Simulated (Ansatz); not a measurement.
**What do other settings change for void in SiC (68 atoms)?**

The cell holds 68 atoms: 34 Si and 34 C. Its edges and angles: a = 9.228 Å, b = 9.228 Å, c = 10.096 Å, α = 90.0°, β = 90.0°, γ = 120.0°. It derives from SiC (wurtzite), repeated 3×3×2. Wurtzite SiC (a = 3.076 Å, c = 5.048 Å), 3 x 3 x 2 conventional cells, the 2 Si, 2 C nearest the centre removed; not relaxed, displaced by a Gaussian of 0.02 Å. Nearest the centre at fractional (0.525, 0.519, 0.507): C65 at 2.41 Å, C30 at 2.48 Å, Si59 at 2.62 Å, Si37 at 2.65 Å, C36 at 2.66 Å, Si43 at 2.74 Å, Si35 at 2.76 Å, C66 at 3.10 Å.

Geometry: as built.

Reference run: Kohn-Sham DFT, PBE, PAW (set soft_2), plane waves (Ansatz 0.2.0), cutoff 420 eV, k-mesh 2×2×1, gaussian smearing of 0.025 eV.

```
r.m.s. force component                           : 0.6801 eV/Å
pressure                                         : 1.818 GPa
spacing of highest filled and lowest empty level : 0.0462 eV
SCF cycles                                       : 9
time                                             : 23 s on 4 threads of Arm Neoverse V2, shared host
```

Variants, in no order:
A. support functions medium, spacing 0.183 Å
B. support functions medium, spacing 0.297 Å
C. support functions high
D. support functions medium, spacing 0.411 Å
E. support functions medium, spacing 0.343 Å

Q: Order the variants from the smallest to the largest r.m.s. change of the forces.

C, A, B, E, D.

```csv
variant,"Δ force, r.m.s. (meV/Å)",share of r.m.s. force (%)
C. support functions high,0.191,0.0281
"A. support functions medium, spacing 0.183 Å",0.308,0.0453
"B. support functions medium, spacing 0.297 Å",3.71,0.546
"E. support functions medium, spacing 0.343 Å",29.3,4.31
"D. support functions medium, spacing 0.411 Å",45.4,6.67
```

The main run has no spin polarisation, so any moments at edges, vacancies or dangling bonds can't form in it.

[Long decimals in the printed logs are rounded to 6 places.]

[Logs are printed without paths, hosts, clocks, repeated set-up lines and the standing remarks that a program may print on its own settings, such as how far it seeks lower states.]

[Hosts, paths, dates, database ids (printed as entryN), source tags and the programs' standing remarks are cut or masked in the printed files.]
